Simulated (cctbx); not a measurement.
**A disordered crystal of nominal LiSc2CoS4**

Cell a = 3.7490 Å, b = 13.0060 Å, c = 13.0050 Å, α = 90.00°, β = 90.00°, γ = 90.00°; space group Cmcm (no. 63); nominal formula LiSc2CoS4.

The data are simulated with cctbx, not measured: Mo Kα, λ = 0.71073 Å, to d = 0.75 Å, 50 % of the full sphere, strongest reflection 20000 counts, noise from counting, a 4 % proportional error and a noise floor of 15 counts (s.d.); no absorption.

With every site full:

```text
Rint 0.043, 449 unique reflections to 0.76 A
cycle     R1     wR2    GooF  max shift (A)
   1  0.2200  0.4382   9.516   0.02953
   2  0.0898  0.2211   4.802   0.00019
final R1 0.0899 wR2 0.2211 GooF 4.802  parameters 28  data/parameter 16.0
atom        x        y        z      Ueq    occ   su(xyz)  su(Uiso or U11)
Co1    0.00000  0.16221  0.25000   0.0344  1.000  0.00038  0.0027
Sc1    0.00000  0.36408  0.93823   0.0078  1.000  0.00022  0.0014
S1     0.50000  0.07842  0.25000   0.0080  1.000  0.00039  0.0026
S2     0.00000  0.25885  0.38604   0.0075  1.000  0.00028  0.0016
S3     0.00000  0.00000  0.00000   0.0027  1.000  0.00000  0.0020  NPD
Li1    0.50000  0.39946  0.25000   0.0194  1.000  0.00359  0.0203
difference map: max 3.94 min -4.22 rms 0.58
Q1    0.0000  0.0000  0.0000    4    3.94  0.00 A from S3
Q2    0.0000  0.2620  0.1367    8    2.97  0.30 A from S2
Q3    0.0000  0.3483  0.5702    8    2.62  0.23 A from Sc1
Q4    0.0000  0.4234  0.7500    4    1.98  0.02 A from S1
Q5    0.0000  0.3193  0.7500    4    1.44  1.33 A from S1
Q6    0.1292  0.1735  0.1769   16    1.26  1.08 A from Co1
```

With the occupancies of the suspect sites free, each still typed as its main element:

```text
Rint 0.043, 449 unique reflections to 0.76 A
cycle     R1     wR2    GooF  max shift (A)
   1  0.2049  0.4038   8.782   0.00346
   6  0.0220  0.0449   0.976   0.00002
final R1 0.0220 wR2 0.0449 GooF 0.975  parameters 29  data/parameter 15.5
atom        x        y        z      Ueq    occ   su(xyz)  su(Uiso or U11)
Co1    0.00000  0.16214  0.25000   0.0140  0.600  0.00008  0.0005
Sc1    0.00000  0.36379  0.93835   0.0145  1.000  0.00005  0.0003
S1     0.50000  0.07840  0.25000   0.0147  1.000  0.00008  0.0005
S2     0.00000  0.25880  0.38573   0.0140  1.000  0.00006  0.0003
S3     0.00000  0.00000  0.00000   0.0085  1.000  0.00000  0.0004
Li1    0.50000  0.39867  0.25000   0.0238  1.000  0.00061  0.0042
su of occupancy Co1: 0.003
difference map: max 0.63 min -0.53 rms 0.15
Q1    0.0000  0.2563  0.7500    4    0.65  2.02 A from Li1
Q2    0.2043  0.2333  0.2500    8    0.61  1.20 A from Co1
Q3    0.0000  0.3200  0.2500    4    0.52  1.94 A from S2
Q4    0.0000  0.3310  0.1708    8    0.52  1.19 A from S2
Q5    0.0000  0.0000  0.0000    4    0.52  0.00 A from S3
Q6    0.0000  0.0670  0.5698    8    0.51  1.26 A from S3
```

**Question.** What is the disorder?

X-rays count electrons. Co1 refines to 0.600(0.003), or 16.2 electrons; the site truly holds 0.6 Co, 16.2 electrons, which is 0.600 of Co. A value under 1 can't tell vacancies from a lighter guest, and one over 1 needs a heavier guest; chemistry or a second radiation must settle which. Occupancy correlates with U and the scale, so the match is approximate.

Freeing them takes R1 from 0.0899 to 0.0220 and GooF from 4.80 to 0.97.

The model was made for the exercise: a known structure type with other elements put in, its volume estimated, not relaxed; displacement parameters are assumed.

[Middle refinement cycles are left out of these outputs.]

[Logs are printed without paths, hosts, clocks, repeated set-up lines and the standing remarks that a program may print on its own settings, such as how far it seeks lower states.]
